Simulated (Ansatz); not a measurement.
# A hypothetical structure for NaFe

Starting from a made-up structure for NaFe, the aim is the relaxed cell, its shortest contacts and, where a second run follows, its electronic structure.

Calculated with Ansatz 0.2.0; DFT, PBEsol, plane-wave PAW, files of the set soft_1, scalar-relativistic, ferromagnetic start, cell and ions relaxed at zero pressure; PAW set soft_1.

### 1. The starting structure

The structure is orthorhombic, space group Cmcm (No. 63). The conventional cell has a = 8.476 Å, b = 7.198 Å, c = 5.732 Å, α = 90.00°, β = 90.00°, γ = 90.00°. Fe has 2 Fe at 2.85 Å and 4 Na at 2.89 to 2.92 Å nearest. Nearest to Fe lie 4 Fe at 2.85 to 2.87 Å and 4 Na at 3.14 Å. Na has 4 Fe at 2.89 to 3.14 Å and 3 Na at 3.19 to 3.21 Å nearest. Farther neighbours are not listed.

Coordinates:

```cif
data_structure
_symmetry_space_group_name_H-M 'P 1'
_symmetry_Int_Tables_number 1
_cell_length_a 5.5600
_cell_length_b 5.5600
_cell_length_c 5.7320
_cell_angle_alpha 90.000
_cell_angle_beta 90.000
_cell_angle_gamma 80.677
_cell_volume 174.86
loop_
_atom_site_label
_atom_site_type_symbol
_atom_site_fract_x
_atom_site_fract_y
_atom_site_fract_z
_atom_site_occupancy
Fe1 Fe 0.65710 0.34290 0.75000 1
Fe2 Fe 0.34290 0.65710 0.25000 1
Fe3 Fe 0.00000 0.00000 0.00000 1
Fe4 Fe 0.00000 0.00000 0.50000 1
Na5 Na 0.87010 0.50610 0.25000 1
Na6 Na 0.50610 0.87010 0.75000 1
Na7 Na 0.12990 0.49390 0.75000 1
Na8 Na 0.49390 0.12990 0.25000 1
```

### 2. Relaxation of the guess

The guess takes its coordinates from another compound and its volume from a rule, so the cell and any free coordinates are relaxed together.

File input.yaml:

```yaml
crystal:
  lattice:
    - [4.238, -3.599, 0.0]
    - [4.238, 3.599, 0.0]
    - [0.0, 0.0, 5.732]
  atoms:
    - { symbol: Fe, position: [0.6571, 0.3429, 0.75], spin: 3.0 }
    - { symbol: Fe, position: [0.3429, 0.6571, 0.25], spin: 3.0 }
    - { symbol: Fe, position: [0.0, 0.0, 0.0], spin: 3.0 }
    - { symbol: Fe, position: [0.0, 0.0, 0.5], spin: 3.0 }
    - { symbol: Na, position: [0.8701, 0.5061, 0.25] }
    - { symbol: Na, position: [0.5061, 0.8701, 0.75] }
    - { symbol: Na, position: [0.1299, 0.4939, 0.75] }
    - { symbol: Na, position: [0.4939, 0.1299, 0.25] }
magnetization:
  spin_polarized: true
kpoints:
  mp_grid: { grid: [5, 5, 5] }
scf:
  occupations: { method: fermi_dirac, width: 0.05 }
hamiltonian:
  xc: pbesol
  pseudopotentials: { kind: paw, azcp: { folder: soft_1 }, xc_functional: pbe }
relax:
  f_tol: 0.015
  max_steps: 70
  cell: {}
output:
  forces: true
  stress: true
```

Started as:

```
$ ansatz run input.yaml --threads 4 --pin off --max-ram 10240MiB --backend cpu --events-out ev --progress --plain --runs-dir out
```

Numbers of over 12 decimals in the logs are rounded to 6 here.

Output:

```text
Engine: ansatz 0.2.0, aarch64-unknown-linux-gnu
Pseudopotentials: kind: paw
Pseudopotential: Fe, paw, valence charge 16, recommended cutoff 420 eV (normal), soft_1/Fe.paw.azcp
Pseudopotential: Na, paw, valence charge 9, recommended cutoff 420 eV (normal), soft_1/Na.paw.azcp
Functional definition: PBEsol
  exchange = pbesol_x
  correlation = pbesol_c
Crystal: 8 atoms, lattice volume = 174.855 Å³
Basis set: ecut = 420 eV, 3409 PW (Γ), exchange–correlation on 80×80×80 points (8 copies of the dense FFT grid, shifted against one another)
Bands: 68, of which v1, the nominal top of the filled ones, is band 50 counted from 1 (49 counted from 0)
Symmetry: 8 space group operations
Space group: Cmcm (ITA 63), of the structure as read, at distance tolerance 5.6e-5 Å
Magnetic group: BNS 63.457 (UNI 555), of the structure as read, at distance tolerance 5.6e-5 Å
k-points: 27 of 125
Non-local potential: Fe, projectors of the file, l = 0: 3, l = 1: 2, l = 2: 3, l = 3: 1
Non-local potential: Na, projectors of the file, l = 0: 3, l = 1: 2, l = 2: 1
PAW form: soft (Blöchl's): semilocal exchange-correlation on the pseudo side does not see the compensation charge
PAW frozen core: Fe, regenerated for the run's functional, and the local potential with it (the file was generated under x = pbe(κ = 0.804, μ = 0.219515), c = pbe(β = 0.066725))
PAW frozen core: Na, regenerated for the run's functional, and the local potential with it (the file was generated under x = pbe(κ = 0.804, μ = 0.219515), c = pbe(β = 0.066725))
PAW one-centre angular grid: Fe, 590 points (default); XC on 64 Gauss nodes
PAW one-centre angular grid: Na, 110 points (default); XC on 64 Gauss nodes
Initial density: superposition of atomic densities (chi_scale 0.1, normalization cell, long waves kept (reshape's long-wave potential 0.01 eV rms))
Starting moments: Σ|m| = 12 μB on 4 of 8 sites
Initial wavefunctions: pseudopotential atomic-orbital guess
Functional: x = pbesol(κ = 0.804, μ = 0.123457), c = pbesol(β = 0.046)
SCF iter   1: F=—  HF=-23690.743822 eV  |F-HF|=—  |Δ(HF+E_count)|=         —  Δρ=5.08e-2 (↑2.00e-2 ↓5.08e-2)  dr2=7.99e0  dr2_m=5.86e-1  M=12.474 μB ∫|m|=13.198 μB  β_m=0.30  ethr=3.10e-3  ⟨swp⟩=6.0  Hψ=12517  notcnv=0  defer=4
Mixer restart at iter 1: flushing history
preconditioner: auto → Kerker (q_TF=auto, 2.486 Å⁻¹)  [metal: Δε(μ)=0.004 eV  Ē_g=4.663 eV  σ=0.050 eV  W_gap=0.02  n_scr=44 (ndim 8)  ℏωp=16.8 eV  f_vac=0.000  D(μ)=9.36/eV (n_scr^D=82)]
spin=Collinear: Kerker preconditioning applied to the charge; magnetization (m = ρ↑ − ρ↓) channel mixes plain (no charge-response kernel on spin).
SCF iter   2: F=—  HF=-23688.812730 eV  |F-HF|=—  |Δ(HF+E_count)|=    1.93e0  Δρ=2.47e-2 (↑1.67e-2 ↓2.47e-2)  dr2=1.18e0  dr2_m=4.86e-1  M=12.380 μB ∫|m|=13.245 μB  β_m=0.38  ethr=3.10e-3  ⟨swp⟩=2.0  Hψ=5856  notcnv=0  defer=238
SCF iter   3: F=—  HF=-23689.116250 eV  |F-HF|=—  |Δ(HF+E_count)|=   3.04e-1  Δρ=1.10e-2 (↑1.10e-2 ↓1.10e-2)  dr2=2.98e-1  dr2_m=1.36e-1  M=12.251 μB ∫|m|=13.265 μB  β_m=0.54  ethr=1.18e-3  ⟨swp⟩=3.0  Hψ=6256  notcnv=0  defer=243
SCF iter   4: F=—  HF=-23689.650222 eV  |F-HF|=—  |Δ(HF+E_count)|=         —  Δρ=6.76e-3 (↑4.55e-3 ↓6.76e-3)  dr2=1.97e-1  dr2_m=5.10e-3  M=11.969 μB ∫|m|=13.151 μB  β_m=0.54  ethr=2.98e-4  ⟨swp⟩=2.8  Hψ=5946  notcnv=0  defer=243
Mixer restart at iter 4: flushing history
SCF iter   5: F=—  HF=-23689.759559 eV  |F-HF|=—  |Δ(HF+E_count)|=   1.09e-1  Δρ=3.53e-3 (↑2.07e-3 ↓3.53e-3)  dr2=4.21e-2  dr2_m=6.74e-3  M=11.896 μB ∫|m|=13.116 μB  β_m=0.70  ethr=1.97e-4  ⟨swp⟩=2.0  Hψ=5296  notcnv=0  defer=243
SCF iter   6: F=—  HF=-23689.777330 eV  |F-HF|=—  |Δ(HF+E_count)|=   1.78e-2  Δρ=4.58e-3 (↑2.11e-3 ↓4.58e-3)  dr2=8.48e-2  dr2_m=3.21e-3  M=11.782 μB ∫|m|=13.035 μB  β_m=0.68  ethr=4.21e-5  ⟨swp⟩=2.1  Hψ=6874  notcnv=0  defer=241
SCF iter   7: F=—  HF=-23689.764446 eV  |F-HF|=—  |Δ(HF+E_count)|=   1.29e-2  Δρ=1.75e-3 (↑1.75e-3 ↓1.51e-3)  dr2=1.02e-2  dr2_m=1.74e-4  M=11.731 μB ∫|m|=13.025 μB  β_m=0.80  ethr=4.21e-5  ⟨swp⟩=2.1  Hψ=6993  notcnv=0  defer=241
SCF iter   8: F=—  HF=-23689.772817 eV  |F-HF|=—  |Δ(HF+E_count)|=   8.37e-3  Δρ=6.96e-4 (↑6.15e-4 ↓6.96e-4)  dr2=2.11e-3  dr2_m=3.19e-5  M=11.771 μB ∫|m|=13.056 μB  β_m=0.84  ethr=1.02e-5  ⟨swp⟩=2.0  Hψ=7006  notcnv=0  defer=241
SCF iter   9: F=—  HF=-23689.773355 eV  |F-HF|=—  |Δ(HF+E_count)|=   5.38e-4  Δρ=6.53e-4 (↑3.88e-4 ↓6.53e-4)  dr2=1.87e-3  dr2_m=5.35e-5  M=11.781 μB ∫|m|=13.063 μB  β_m=0.72  ethr=2.11e-6  ⟨swp⟩=2.0  Hψ=6841  notcnv=0  defer=241
SCF iter  10: F=—  HF=-23689.773237 eV  |F-HF|=—  |Δ(HF+E_count)|=   1.18e-4  Δρ=3.17e-4 (↑2.18e-4 ↓3.17e-4)  dr2=4.64e-4  dr2_m=1.07e-5  M=11.782 μB ∫|m|=13.066 μB  β_m=0.69  ethr=1.87e-6  ⟨swp⟩=1.5  Hψ=3841  notcnv=0  defer=241
SCF iter  11: F=—  HF=-23689.773182 eV  |F-HF|=—  |Δ(HF+E_count)|=   5.44e-5  Δρ=6.61e-5 (↑5.87e-5 ↓6.61e-5)  dr2=2.07e-5  dr2_m=1.79e-6  M=11.781 μB ∫|m|=13.067 μB  β_m=0.84  ethr=4.64e-7  ⟨swp⟩=2.0  Hψ=4372  notcnv=0  defer=241
SCF iter  12: F=—  HF=-23689.773177 eV  |F-HF|=—  |Δ(HF+E_count)|=   5.39e-6  Δρ=5.75e-5 (↑1.87e-5 ↓5.75e-5)  dr2=1.07e-5  dr2_m=8.48e-7  M=11.781 μB ∫|m|=13.068 μB  β_m=0.92  ethr=2.07e-8  ⟨swp⟩=2.1  Hψ=5701  notcnv=0  defer=241
SCF iter  13: F=—  HF=-23689.773178 eV  |F-HF|=—  |Δ(HF+E_count)|=   5.06e-7  Δρ=2.45e-5 (↑8.80e-6 ↓2.45e-5)  dr2=1.09e-6  dr2_m=2.34e-7  M=11.781 μB ∫|m|=13.068 μB  β_m=0.96  ethr=1.07e-8  ⟨swp⟩=1.9  Hψ=4305  notcnv=0  defer=241
SCF iter  14: F=—  HF=-23689.773178 eV  |F-HF|=—  |Δ(HF+E_count)|=   3.01e-7  Δρ=1.75e-5 (↑6.81e-6 ↓1.75e-5)  dr2=8.66e-7  dr2_m=7.94e-8  M=11.781 μB ∫|m|=13.068 μB  β_m=0.98  ethr=1.09e-9  ⟨swp⟩=2.0  Hψ=4843  notcnv=0  defer=241
SCF iter  15: F=—  HF=-23689.773178 eV  |F-HF|=—  |Δ(HF+E_count)|=   1.28e-7  Δρ=5.20e-6 (↑4.62e-6 ↓5.20e-6)  dr2=7.10e-8  dr2_m=1.24e-8  M=11.781 μB ∫|m|=13.068 μB  β_m=0.92  ethr=8.66e-10  ⟨swp⟩=2.1  Hψ=6009  notcnv=0  defer=241
SCF iter  16: F=—  HF=-23689.773178 eV  |F-HF|=—  |Δ(HF+E_count)|=   2.64e-8  Δρ=5.48e-6 (↑3.25e-6 ↓5.48e-6)  dr2=9.12e-8  dr2_m=5.01e-9  M=11.781 μB ∫|m|=13.068 μB  β_m=0.83  ethr=7.10e-11  ⟨swp⟩=2.0  Hψ=6452  notcnv=0  defer=241
SCF iter  17: F=—  HF=-23689.773178 eV  |F-HF|=—  |Δ(HF+E_count)|=  8.00e-11  Δρ=2.57e-6 (↑1.08e-6 ↓2.57e-6)  dr2=2.18e-8  dr2_m=1.52e-9  M=11.781 μB ∫|m|=13.068 μB  β_m=0.92  ethr=7.10e-11  ⟨swp⟩=2.0  Hψ=4570  notcnv=0  defer=241
[...]
relax step   6: F+E_penalty+E_count = -23692.21855144 eV  Δ(F+E_penalty+E_count) = -6.324e-3 eV  max|allowed force component| = 2.548e-2 eV/Å  Δτ_max = 0.0244 Å  P = +0.115 GPa  Ω = 156.491 Å³  energy of the carried Pulay correction = +4.041e-3 eV  (9 SCF iters, dr2 threshold 3.03e-7 eV, accepted)
relax step   7: F+E_penalty+E_count = -23692.22134152 eV  Δ(F+E_penalty+E_count) = -2.790e-3 eV  max|allowed force component| = 1.590e-2 eV/Å  Δτ_max = 0.0255 Å  P = +0.125 GPa  Ω = 157.441 Å³  energy of the carried Pulay correction = +3.821e-3 eV  (10 SCF iters, dr2 threshold 1.65e-7 eV, accepted)
relax step   8: F+E_penalty+E_count = -23692.22237129 eV  Δ(F+E_penalty+E_count) = -1.030e-3 eV  max|allowed force component| = 4.508e-3 eV/Å  Δτ_max = 0.0153 Å  P = +0.042 GPa  Ω = 158.307 Å³  energy of the carried Pulay correction = +3.622e-3 eV  (11 SCF iters, dr2 threshold 1.29e-7 eV, accepted)
relax step   9: F+E_penalty+E_count = -23692.22239166 eV  Δ(F+E_penalty+E_count) = -2.037e-5 eV  max|allowed force component| = 1.013e-3 eV/Å  Δτ_max = 0.0030 Å  P = +0.005 GPa  Ω = 158.599 Å³  energy of the carried Pulay correction = +3.555e-3 eV  (10 SCF iters, dr2 threshold 1.72e-8 eV, accepted)
relax step  10: F+E_penalty+E_count = -23692.22122389 eV  Δ(F+E_penalty+E_count) = +1.168e-3 eV  max|allowed force component| = 1.345e-3 eV/Å  Δτ_max = 0.0000 Å  P = +0.054 GPa  Ω = 158.599 Å³  stress off target by 1.48e-1 GPa  SCF on the basis re-selected at this cell (its energy is not comparable with the rows above)  (15 SCF iters)
relax step  11: F+E_penalty+E_count = -23692.22144430 eV  Δ(F+E_penalty+E_count) = -2.204e-4 eV  max|allowed force component| = 7.695e-4 eV/Å  Δτ_max = 0.0039 Å  P = +0.006 GPa  Ω = 158.764 Å³  energy of the carried Pulay correction = -3.963e-5 eV  (8 SCF iters, dr2 threshold 5.44e-8 eV, accepted)
iter 1 solved again at ethr=1.63e-7 eV; its pass at ethr=3.10e-3 eV (dr2=1.63e-4 eV) is discarded
SCF iter   1: F=—  HF=-23692.221482 eV  |F-HF|=—  |Δ(HF+E_count)|=         —  Δρ=3.06e-5 (↑3.06e-5 ↓3.01e-5)  dr2=1.30e-7  dr2_m=8.35e-8  M=10.693 μB ∫|m|=11.575 μB  β_m=0.65  ethr=1.63e-7  ⟨swp⟩=3.1  Hψ=22325  notcnv=0
preconditioner: auto → Kerker (q_TF=auto, 1.728 Å⁻¹)  [metal: Δε(μ)=0.003 eV  Ē_g=5.564 eV  σ=0.050 eV  W_gap=0.01  n_scr=16 (ndim 8)  ℏωp=17.7 eV  f_vac=0.000  D(μ)=8.12/eV (n_scr^D=74)]
spin=Collinear: Kerker preconditioning applied to the charge; magnetization (m = ρ↑ − ρ↓) channel mixes plain (no charge-response kernel on spin).
SCF iter   2: F=—  HF=-23692.221496 eV  |F-HF|=—  |Δ(HF+E_count)|=   1.47e-5  Δρ=1.08e-5 (↑1.08e-5 ↓1.06e-5)  dr2=1.55e-8  dr2_m=1.02e-8  M=10.693 μB ∫|m|=11.575 μB  β_m=0.63  ethr=1.30e-10  ⟨swp⟩=2.9  Hψ=6873  notcnv=0
SCF iter   3: F=—  HF=-23692.221498 eV  |F-HF|=—  |Δ(HF+E_count)|=   2.09e-6  Δρ=1.70e-6 (↑1.70e-6 ↓1.06e-6)  dr2=1.74e-9  dr2_m=1.19e-9  M=10.693 μB ∫|m|=11.575 μB  β_m=0.56  ethr=1.55e-11  ⟨swp⟩=2.0  Hψ=6020  notcnv=0
SCF iter   4: F=—  HF=-23692.221498 eV  |F-HF|=—  |Δ(HF+E_count)|=   1.76e-7  Δρ=7.95e-7 (↑3.84e-7 ↓7.95e-7)  dr2=9.70e-10  dr2_m=2.54e-10  M=10.693 μB ∫|m|=11.575 μB  β_m=0.78  ethr=1.74e-12  ⟨swp⟩=2.0  Hψ=6468  notcnv=0
SCF iter   5: F=—  HF=-23692.221498 eV  |F-HF|=—  |Δ(HF+E_count)|=   3.35e-9  Δρ=4.85e-7 (↑4.85e-7 ↓4.54e-7)  dr2=3.00e-10  dr2_m=2.47e-10  M=10.693 μB ∫|m|=11.575 μB  β_m=0.89  ethr=1.00e-12  ⟨swp⟩=2.0  Hψ=6041  notcnv=0
SCF iter   6: F=—  HF=-23692.221498 eV  |F-HF|=—  |Δ(HF+E_count)|=  5.60e-10  Δρ=1.99e-7 (↑1.99e-7 ↓9.86e-8)  dr2=5.59e-11  dr2_m=1.39e-11  M=10.693 μB ∫|m|=11.575 μB  β_m=0.92  ethr=1.00e-12  ⟨swp⟩=2.0  Hψ=4671  notcnv=0
SCF iter   7: F=—  HF=-23692.221498 eV  |F-HF|=—  |Δ(HF+E_count)|=  1.46e-11  Δρ=1.65e-7 (↑1.65e-7 ↓8.20e-8)  dr2=6.27e-11  dr2_m=5.94e-12  M=10.693 μB ∫|m|=11.575 μB  β_m=0.89  ethr=1.00e-12  ⟨swp⟩=1.0  Hψ=3672  notcnv=0
SCF iter   8: F=-23692.221498 eV  HF=-23692.221498 eV  |F-HF|=3.64e-11  |Δ(HF+E_count)|=  1.82e-11  Δρ=8.53e-8 (↑7.31e-8 ↓8.53e-8)  dr2=2.86e-11  dr2_m=1.63e-12  M=10.693 μB ∫|m|=11.575 μB  ethr=1.00e-12  ⟨swp⟩=3.0  Hψ=11182  notcnv=0
SCF 12 converged in 8 iterations: F = -23692.221498 eV  dr2 = 2.86e-11
relax step  12: F+E_penalty+E_count = -23692.22149821 eV  Δ(F+E_penalty+E_count) = -5.390e-5 eV  max|allowed force component| = 7.614e-4 eV/Å  Δτ_max = 0.0000 Å  P = +0.006 GPa  Ω = 158.764 Å³  stress off target by 2.06e-2 GPa  SCF on the basis re-selected at this cell (its energy is not comparable with the rows above)  (8 SCF iters)
basis re-selected at this cell: Δ(F+E_penalty+E_count) = -5.390e-5 eV, ΔP = -0.000 GPa vs the last step (what re-selecting the basis moved, of the pressure what is left beyond the Pulay correction that the steps carried, after the strain that the cell walked since its last selection, with what the two solves' SCF thresholds leave and, on support functions, any second-order correction that the steps lacked; it is no m [...]
SCF converged after 8 iterations
Magnetization: 10.6932 μB (55.3466 up, 44.6534 down)
Absolute magnetization: 11.5762 μB (∫|ρ↑−ρ↓|, with the PAW one-centre terms)
Spin contamination: 0.3872 ħ² per cell (⟨S²⟩ above its minimum at these occupations)
Per-site moments (μB) at R_I (Å): [(2.603919, 0.933116), (2.603919, 0.933116), (2.515665, 0.933116), (2.515665, 0.933116), (-0.031603, 1.261867), (-0.031603, 1.261867), (-0.031603, 1.261867), (-0.031603, 1.261867)]
Free energy (F): -23692.221498 eV
Harris-Foulkes:  -23692.221498 eV  (|F-HF|=3.64e-11)
Internal energy: -23692.156061 eV  (E = F + TS)
E sigma→0 (E₀):  -23692.188780 eV
Entropy (-TS):   -0.065437 eV (-8.180 meV/atom)
Fermi energy:    6.857435 eV
--- Per-component energies (eV) ---
  E_band       = -2321.672916
  E_kinetic    = 1772.648951
  E_local      = -18987.191150  (includes V_loc(G=0)·N_el)
  E_nonlocal   = 2301.751576
  E_hartree    = 7524.346590
  E_xc         = -575.324248
  E_vxc        = -742.272389  (∫ρ·V_xc dr)
  E_paw        = -6552.742492  (= ΣΔE_a)
  E_vpaw       = -1715.298618  (= ΣTr[D̂ρ^β])
  E_aug_tail   = -0.003964  (compensation charges beyond the density's cutoff)
  E_ewald      = -9176.576907
  E_core_change = 0.935583  (= ΣΔE_core)
  E_smearing   = -0.065437  (= −TS)
  E_closure    = -0.000000  (closes the sum)
  Σ components = -23692.221498   (vs F -23692.221498, Δ=0.00e0)
--- Forces (eV/Å), atoms counted from 1 ---
  atom   1  Fe    -0.00000000    -0.00076143    -0.00000000
  atom   2  Fe     0.00000000     0.00076143     0.00000000
  atom   3  Fe    -0.00000000     0.00000000     0.00000000
  atom   4  Fe     0.00000000     0.00000000     0.00000000
  atom   5  Na    -0.00007014    -0.00046941     0.00000000
  atom   6  Na    -0.00007014     0.00046941    -0.00000000
  atom   7  Na     0.00007014     0.00046941    -0.00000000
  atom   8  Na     0.00007014    -0.00046941     0.00000000
  max |Σ_I F_I| component: 6.94e-18 eV/Å
--- Stress (GPa, compression-positive) ---
        0.020609      -0.000000       0.000000
       -0.000000      -0.002853       0.000000
        0.000000       0.000000      -0.000358
  P = ⅓ Tr σ = 0.0058 GPa (0.058 kbar)
--- Relaxed structure (10 steps of the walk, 10 accepted, 2 SCFs on fresh bases) ---
  F+E_penalty+E_count = -23692.22149821 eV   max|allowed force component| = 7.614e-4 eV/Å   (the final SCF, on the basis selected at the relaxed cell)
  cell:  # Å, volume = 158.7636 Å³
    - [4.655559, -3.417464, 0]
    - [4.655559, 3.417464, 0]
    - [0, 0, 4.989365]
  atoms:
    - { symbol: Fe, position: [0.723900, 0.276100, 0.750000] }
    - { symbol: Fe, position: [0.276100, 0.723900, 0.250000] }
    - { symbol: Fe, position: [-4.640707635333816e-19, 3.6813498847862297e-19, 0] }
    - { symbol: Fe, position: [-4.640707635333817e-19, 3.681349884786229e-19, 0.500000] }
    - { symbol: Na, position: [0.837913, 0.528545, 0.250000] }
    - { symbol: Na, position: [0.528545, 0.837913, 0.750000] }
    - { symbol: Na, position: [0.162087, 0.471455, 0.750000] }
    - { symbol: Na, position: [0.471455, 0.162087, 0.250000] }
```

The job ended after 2.1 min (4 threads of Arm Neoverse V2, shared host; peak memory 0.84 GiB).

Step by step:

| step | energy less that of the first step (eV) | largest force component (eV/Å) | pressure (GPa) | volume (Å³) |
| --- | --- | --- | --- | --- |
| 1 | 0.0000 | 1.4653 | -5.10 | 174.86 |
| 2 | -1.3585 | 1.4483 | -3.50 | 162.91 |
| 3 | -2.1713 | 0.6924 | -0.66 | 155.69 |
| 4 | -2.4143 | 0.3060 | 0.09 | 154.92 |
| 5 | -2.4391 | 0.0696 | 0.11 | 156.09 |
| 6 | -2.4454 | 0.0255 | 0.12 | 156.49 |
| 7 | -2.4482 | 0.0159 | 0.12 | 157.44 |
| 8 | -2.4492 | 0.0045 | 0.04 | 158.31 |
| 9 | -2.4492 | 0.0010 | 0.01 | 158.60 |
| 10* | -2.4480 | 0.0013 | 0.05 | 158.60 |
| 11 | -2.4483 | 0.0008 | 0.01 | 158.76 |
| 12* | -2.4483 | 0.0008 | 0.01 | 158.76 |

Relaxation steps marked * repeat the geometry before them on a plane-wave basis chosen anew for their cell, so energy and pressure can jump there.

The run keeps the 8 symmetry operations that it works with, so distortions that break them were not tested.

| cell as run | before | after | change |
| --- | --- | --- | --- |
| a (Å) | 5.560 | 5.775 | +3.9 % |
| b (Å) | 5.560 | 5.775 | +3.9 % |
| c (Å) | 5.732 | 4.989 | -13.0 % |
| γ (°) | 80.68 | 72.56 | -10.1 % |
| volume (Å³/atom) | 21.86 | 19.85 | -9.2 % |

The atoms that moved most (Å, as changes of fractional coordinates times the final cell):

| atom | dx | dy | dz | length |
| --- | --- | --- | --- | --- |
| Fe1 | 0.000 | -0.457 | 0.000 | 0.457 |
| Fe2 | 0.000 | 0.457 | 0.000 | 0.457 |
| Na6 | -0.045 | -0.187 | 0.000 | 0.192 |
| Na5 | -0.045 | 0.187 | 0.000 | 0.192 |
| Na7 | 0.045 | -0.187 | 0.000 | 0.192 |
| Na8 | 0.045 | 0.187 | 0.000 | 0.192 |

The relaxed structure:

```xyz
8
Lattice="4.6556 -3.4175 0.0000 4.6556 3.4175 0.0000 0.0000 0.0000 4.9894" Properties=species:S:1:pos:R:3 pbc="T T T"
Fe    4.6556   -1.5303    3.7420
Fe    4.6556    1.5303    1.2473
Fe    0.0000    0.0000    0.0000
Fe    0.0000    0.0000    2.4947
Na    6.3616   -1.0573    1.2473
Na    6.3616    1.0573    3.7420
Na    2.9495    1.0573    3.7420
Na    2.9495   -1.0573    1.2473
```

Numbers from this step:

```yaml
free_energy: -23692.2215 eV
energy_at_zero_smearing: -23692.1888 eV
smearing_term_ts: 0.06544 eV
fermi_energy: 6.857 eV
magnetization: 10.69 μB
absolute_magnetization: 11.58 μB
site_moments: 2.604, 2.604, 2.516, 2.516, -0.03160, -0.03160, -0.03160, -0.03160 μB
electrons: 100
symmetry_operations: 8
pressure: 0.005800 GPa
```

Site moment by atom:

| atom | site moment (μB) |
| --- | --- |
| Fe1 | 2.60 |
| Fe2 | 2.60 |
| Fe3 | 2.52 |
| Fe4 | 2.52 |
| Na5 | -0.03 |
| Na6 | -0.03 |
| Na7 | -0.03 |
| Na8 | -0.03 |

Shortest distances by pair of elements, guess and relaxed (not always the same contact):

| pair | guess (Å) | relaxed (Å) |
| --- | --- | --- |
| Fe–Fe | 2.854 | 2.262 |
| Fe–Na | 2.886 | 3.059 |
| Na–Na | 3.189 | 3.077 |

The relaxation ends with a largest force component of 7.6e-4 eV/Å and a pressure of 0.01 GPa.

### 3. What came out

| Property | Result |
| --- | --- |
| space group, relaxed | Cmcm |
| conventional cell | a = 9.311, b = 6.835, c = 4.989 Å; α = 90.0°, β = 90.0°, γ = 90.0° |
| volume per atom | 19.85 Å³ (guess 21.86) |
| total moment | 10.69 μB in the cell of 8 atoms |

**Reading.** NaFe relaxes to Cmcm with a = 9.311, b = 6.835 and c = 4.989 Å. The guessed volume was 10 % too large. The space group Cmcm was held in the relaxation, so the end point is a stationary structure within it and may be a saddle against distortions or other arrangements. The input starts from parallel moments, and no other start was typed. Mesh and cutoff weren't tested. A vector of the cell changed its length by 13 %, more than the volume shows. No dispersion term is used, so weakly bound directions may come out too long. Nothing here tests whether the compound is stable against decomposition.

[Logs are printed without paths, hosts, clocks, repeated set-up lines and the standing remarks that a program may print on its own settings, such as how far it seeks lower states.]

[Hosts, paths, dates, database ids (printed as entryN), source tags and the programs' standing remarks are cut or masked in the printed files.]
